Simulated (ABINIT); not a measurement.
# ZnSe (Stilleite): G0W0 with ABINIT, start to end

Aim: the G0W0 gap of ZnSe (Stilleite) on PBE with spin-orbit coupling, step by step.

Calculated with ABINIT 10.8.3; PBE and many-body steps on it, plane waves.

**Experimental background.**

- Gap 2.695 ± 0.003 eV: excitonic gap from free-exciton PL, not corrected for exciton binding; photoluminescence; 300 K; bulk crystal (Bridgman-grown crystal, polished and etched) (“Alloy Disordering Effects on the Thermal Conductivity and Energy Gap Temperature Dependence of Cd1−xZnxSe Ternary Crystals Grown by the Bridgman Method”, 2023, pmc:10253836).

## (1) Set-up

Symmetry: F-43m, No. 216, cubic system. The conventional cell has a = 5.668 Å, b = 5.668 Å, c = 5.668 Å, α = 90.00°, β = 90.00°, γ = 90.00°. Nearest to Zn lie 4 Se at 2.45 Å. Nearest to Se lie 4 Zn at 2.45 Å. Farther neighbours, and contacts between anions beyond the nearest, are not listed.

The cell and positions come from the Crystallography Open Database and are kept as given unless a step says otherwise.

## (2) Ground state

This step: ABINIT 10.8.3; DFT, PBE with spin-orbit coupling, plane waves, norm-conserving pseudopotentials.

The ground-state density comes first.

The input, run.abi:

```
acell 3*1.0 Angstrom
rprim 
  -0.000000000000 2.833800000000 2.833800000000
  2.833800000000 0.000000000000 2.833800000000
  2.833800000000 2.833800000000 -0.000000000000
ntypat 2
znucl 30 34
natom 2
typat 1 2
xred 
  0.000000000000 0.000000000000 0.000000000000
  0.250000000000 0.250000000000 0.250000000000
pp_dirpath "pseudos"
pseudos "Zn.upf, Se.upf"
ecut 48
nspinor 2
ngkpt 6 6 6
nshiftk 1
shiftk 0 0 0
kptopt 1
chksymbreak 0
nband 54
occopt 1
tolvrs 1e-10
nstep 60
prtwf 0
optforces 0
optstress 0
indata_prefix "in"
outdata_prefix "out"
tmpdata_prefix "tmp"
```

Launch:

```console
$ OMP_NUM_THREADS=1 mpirun -n 8 abinit run.abi > log
```

The program printed:

```text
.Version 10.8.3 of ABINIT. v10.8.2 released Aug 2026.

 Symmetries : space group F-4 3 m (#216); Bravais cF (face-center cubic)
================================================================================
 Values of the parameters that define the memory need of the present run
     intxc =       0    ionmov =       0      iscf =       7    lmnmax =      13
     lnmax =      13     mgfft =      48  mpssoang =       5    mqgrid =    3001
     natom =       2  nloc_mem =       1    nspden =       1   nspinor =       2
    nsppol =       1      nsym =      24    n1xccc =    2501    ntypat =       2
    occopt =       1   xclevel =       2
-    mband =          54        mffmem =           1         mkmem =           2
       mpw =        4910          nfft =      110592          nkpt =          16
================================================================================
  Rough estimation (10% accuracy) of disk space for files :
================================================================================

--------------------------------------------------------------------------------
------------- Echo of variables that govern the present computation ------------
--------------------------------------------------------------------------------
 -outvars: echo values of preprocessed input variables --------
            acell      1.8897261259E+00  1.8897261259E+00  1.8897261259E+00 Bohr

      chksymbreak           0
             ecut      4.80000000E+01 Hartree
-          fftalg         312

              ixc     -101130
              kpt      0.00000000E+00  0.00000000E+00  0.00000000E+00
                       1.66666667E-01  0.00000000E+00  0.00000000E+00
                       3.33333333E-01  0.00000000E+00  0.00000000E+00
                       5.00000000E-01  0.00000000E+00  0.00000000E+00
                       1.66666667E-01  1.66666667E-01  0.00000000E+00
                       3.33333333E-01  1.66666667E-01  0.00000000E+00
                       5.00000000E-01  1.66666667E-01  0.00000000E+00
                      -3.33333333E-01  1.66666667E-01  0.00000000E+00
                      -1.66666667E-01  1.66666667E-01  0.00000000E+00
   [... 5 further rows ...]
                      -3.33333333E-01  3.33333333E-01  1.66666667E-01
                      -3.33333333E-01  5.00000000E-01  1.66666667E-01
         kptrlatt        6    0    0      0    6    0      0    0    6
          kptrlen      4.54395803E+01
P           mkmem           2
            natom           2
            nband          54
            ngfft          48      48      48
             nkpt          16
          nspinor           2
            nstep          60
             nsym          24
           ntypat           2
              occ      1.000000  1.000000  1.000000  1.000000  1.000000  1.000000
                       1.000000  1.000000  1.000000  1.000000  1.000000  1.000000
                       1.000000  1.000000  1.000000  1.000000  1.000000  1.000000
                       1.000000  1.000000  1.000000  1.000000  1.000000  1.000000
                       1.000000  1.000000  1.000000  1.000000  1.000000  1.000000
                       1.000000  1.000000  1.000000  1.000000  1.000000  1.000000
                       1.000000  1.000000  1.000000  1.000000  1.000000  1.000000
                       1.000000  1.000000  0.000000  0.000000  0.000000  0.000000
                       0.000000  0.000000  0.000000  0.000000  0.000000  0.000000
        optforces           0
        optstress           0
            prtwf           0
            rprim     -0.0000000000E+00  2.8338000000E+00  2.8338000000E+00
[...]
spgroup         216

           tolvrs      1.00000000E-10

             xred      0.0000000000E+00  0.0000000000E+00  0.0000000000E+00
[...]
znucl       30.00000   34.00000

================================================================================

 chkinp: Checking input parameters for consistency.

================================================================================
== DATASET  1 ==================================================================
-   mpi_nproc: 8, omp_nthreads: 1 (-1 if OMP is not activated)

--- !DatasetInfo
iteration_state: {dtset: 1, }
dimensions: {natom: 2, nkpt: 16, mband: 54, nsppol: 1, nspinor: 2, nspden: 1, mpw: 4910, }
cutoff_energies: {ecut:  48.0, pawecutdg:  -1.0, }
electrons: {nelect:   4.40000000E+01, charge:   0.00000000E+00, occopt:   1.00000000E+00, tsmear:   1.00000000E-02, }

 Real(R)+Recip(G) space primitive vectors, cartesian coordinates (Bohr,Bohr^-1):
 R(1)=  0.0000000  5.3551059  5.3551059  G(1)= -0.0933688  0.0933688  0.0933688
 R(2)=  5.3551059  0.0000000  5.3551059  G(2)=  0.0933688 -0.0933688  0.0933688
 R(3)=  5.3551059  5.3551059  0.0000000  G(3)=  0.0933688  0.0933688 -0.0933688
 Unit cell volume ucvol=  3.0713845E+02 bohr^3
 Angles (23,13,12)=  6.00000000E+01  6.00000000E+01  6.00000000E+01 degrees

 getcut: wavevector=  0.0000  0.0000  0.0000  ngfft=  48  48  48
         ecut(hartree)=     48.000   => boxcut(ratio)=   2.03223

--- Pseudopotential description ------------------------------------------------
- Zn Generated using ONCVPSP code by D. R. Hamann
- 30.00000  20.00000  180423                  znucl, zion, pspdat
12 -101130 2 -1 1326                          pspcod,pspxc,lmax,lloc,mmax
     nproj     2     2     2     0
     spin-orbit psp
        nprojso     4     2     0
  pspatm : epsatm=   26.68859788
         --- l  ekb(1:nproj) -->
[...]
spin-orbit 1    0.128701    0.053066   -0.000484   -0.000046
  spin-orbit 2    0.010712    0.007350
 pspatm: atomic psp has been read  and splines computed

- Se Generated using ONCVPSP code by D. R. Hamann
- 34.00000  24.00000  180506                  znucl, zion, pspdat
12 -101130 2 -1 1214                          pspcod,pspxc,lmax,lloc,mmax
     nproj     2     2     2     0
     spin-orbit psp
        nprojso     4     3     0
  pspatm : epsatm=   25.40007005
         --- l  ekb(1:nproj) -->
[...]
2  -10.023456   -4.446239
  spin-orbit 1    0.229742    0.110085   -0.000668   -0.000080
  spin-orbit 2    0.019957    0.015212   -0.000061
 pspatm: atomic psp has been read  and splines computed

   2.29190139E+03                                ecore*ucvol(ha*bohr**3)
--------------------------------------------------------------------------------

_setup2: Arith. and geom. avg. npw (full set) are    4879.338    4879.326

================================================================================

--- !BeginCycle
iteration_state: {dtset: 1, }
solver: {iscf: 7, nstep: 60, nline: 4, wfoptalg: 0, }
tolerances: {tolvrs: 1.00E-10, }

     iter   Etot(hartree)      deltaE(h)  residm     vres2
 ETOT  1  -544.52930919040    -5.445E+02 1.587E+00 5.340E+03
 ETOT  2  -546.21288115979    -1.684E+00 3.867E-02 8.842E+03
 ETOT  3  -547.14805691661    -9.352E-01 2.009E-02 1.239E+03
 ETOT  4  -547.23157645597    -8.352E-02 3.127E-03 4.863E+02
 ETOT  5  -547.27609048493    -4.451E-02 2.309E-03 8.337E+01
 ETOT  6  -547.28516814685    -9.078E-03 7.425E-04 3.440E+00
 ETOT  7  -547.28544646314    -2.783E-04 1.647E-04 7.829E-01
 ETOT  8  -547.28553220720    -8.574E-05 3.753E-05 6.742E-02
 ETOT  9  -547.28553971160    -7.504E-06 9.693E-06 8.139E-03
 ETOT 10  -547.28554073336    -1.022E-06 2.409E-06 2.973E-06
 ETOT 11  -547.28554073421    -8.484E-10 1.130E-06 7.014E-08
 ETOT 12  -547.28554073420     1.364E-11 5.042E-07 1.618E-09
 ETOT 13  -547.28554073422    -2.785E-11 4.033E-07 1.595E-10
 ETOT 14  -547.28554073419     3.308E-11 3.336E-07 5.596E-12

 At SCF step   14       vres2   =  5.60E-12 < tolvrs=  1.00E-10 =>converged.

--- !ResultsGS
iteration_state: {dtset: 1, }
comment   : Summary of ground state results
lattice_vectors:
- [ -0.0000000,   5.3551059,   5.3551059, ]
- [  5.3551059,   0.0000000,   5.3551059, ]
- [  5.3551059,   5.3551059,  -0.0000000, ]
lattice_lengths: [   7.57326,    7.57326,    7.57326, ]
lattice_angles: [ 60.000,  60.000,  60.000, ] # degrees, (23, 13, 12)
lattice_volume:   3.0713845E+02
convergence: {deltae:  3.308E-11, res2:  5.596E-12, residm:  3.336E-07, diffor:  0.000E+00, }
etotal    :  -5.47285541E+02
entropy   :   0.00000000E+00
fermie    :   1.57803722E-01
cartesian_stress_tensor: null
pressure_GPa: null
xred      :
- [  0.0000E+00,   0.0000E+00,   0.0000E+00, Zn]
- [  2.5000E-01,   2.5000E-01,   2.5000E-01, Se]
cartesian_forces: null
force_length_stats: {min: null, max: null, mean: null, }

 Integrated electronic density in atomic spheres:
 ------------------------------------------------
 Atom  Sphere_radius  Integrated_density
    1        2.00000         18.11001743
    2        2.00000         21.26014267
================================================================================

 ----iterations are completed or convergence reached----

 Mean square residual over all n,k,spin=   41.102E-11; max=  33.360E-08
 reduced coordinates (array xred) for    2 atoms
       0.000000      0.000000      0.000000
       0.250000      0.250000      0.250000
 rms dE/dt=  0.0000E+00; max dE/dt=  0.0000E+00; dE/dt below (all hartree)
    1       0.000000      0.000000      0.000000
    2       0.000000      0.000000      0.000000

 cartesian coordinates (angstrom) at end:
    1      0.000000     0.000000     0.000000
    2      1.416900     1.416900     1.416900
 length scales=  1.889726  1.889726  1.889726 bohr
              =  1.000000  1.000000  1.000000 angstroms
 prteigrs : about to open file out_EIG
 Fermi (or HOMO) energy (hartree) =   0.15780   Average Vxc (hartree)=  -0.36198
 Eigenvalues (hartree) for nkpt=  16  k points:
 kpt#   1, nband= 54, wtk=  0.00463, kpt=  0.0000  0.0000  0.0000 (reduced coord)
  -7.45970   -7.45970   -5.38209   -5.38209   -5.16631   -5.16631   -5.16631   -5.16631
  -4.44815   -4.44815   -2.83991   -2.83991   -2.72728   -2.72728   -2.72728   -2.72728
  -1.58842   -1.58842   -1.58841   -1.58841   -1.55563   -1.55563   -1.55554   -1.55554
  -1.55554   -1.55554   -0.33402   -0.33402   -0.09144   -0.09144   -0.09144   -0.09144
  -0.08332   -0.08332   -0.07171   -0.07171   -0.07171   -0.07171    0.14379    0.14379
   0.15780    0.15780    0.15780    0.15780    0.20059    0.20059    0.36316    0.36316
   0.36853    0.36853    0.36853    0.36853    0.51819    0.51819
 prteigrs : prtvol=0 or 1, do not print more k-points.

--- !EnergyTerms
iteration_state     : {dtset: 1, }
comment             : Components of total free energy in Hartree
kinetic             :  2.386295E+02
hartree             :  2.291155E+02
xc                  : -5.132470E+01
Ewald energy        : -2.448450E+02
psp_core            :  7.462112E+00
local_psp           : -5.915917E+02
non_local_psp       : -1.347313E+02
total_energy        : -5.472855E+02
total_energy_eV     : -1.489240E+04
band_energy         : -8.854226E+01

== END DATASET(S) ==============================================================
================================================================================

 -outvars: echo values of variables after computation  --------
           etotal     -5.4728554073E+02
            nband          54
             nkpt          16
          spgroup         216
 [... the other variables as echoed above ...]

 Calculation completed.
```

Wall time 2 min (8 MPI ranks of Intel Xeon Platinum 8259CL at 2.50GHz (Skylake/Cascade Lake), shared host); peak memory 0.92 GiB; 16 min of CPU time.

Read from the output:

* total energy: -14892.3982 eV
* gap: 1.164 eV
* k of the valence top: 0, 0, 0
* k of the conduction bottom: 0, 0, 0
* least direct gap: 1.164 eV

The gap is direct, at Γ.

(Continued in part 2 of 3.)

[Long decimals in the printed logs are rounded to 6 places.]

[Logs are printed without paths, hosts, clocks, repeated set-up lines and the standing remarks that a program may print on its own settings, such as how far it seeks lower states.]

[Paths, hosts, dates, memory and timing lines, banners, echoed tables and standing remarks are left out of the program output; an Ansatz launch command may be rebuilt from the run's recorded settings. Measured values are a selection of at most five: reports struck by readers or far from the other reports are left out. None is set beside runs whose start may be inverted or whose files or cutoffs have a known fault.]

[Runs of the session that timed out or met a known fault of the program may be left out.]

[Hosts, paths, dates, database ids (printed as entryN), source tags and the programs' standing remarks are cut or masked in the printed files.]

[G0W0 gaps are taken among the corrected bands and points alone; a level outside them can change the order at an edge.]

[Where Ansatz stands beside ABINIT at settings called matched, ABINIT's density can come from a denser mesh and the files from another edition; pairs whose starting gaps differed by over 0.03 eV were left out, so agreement reads better than it is.]
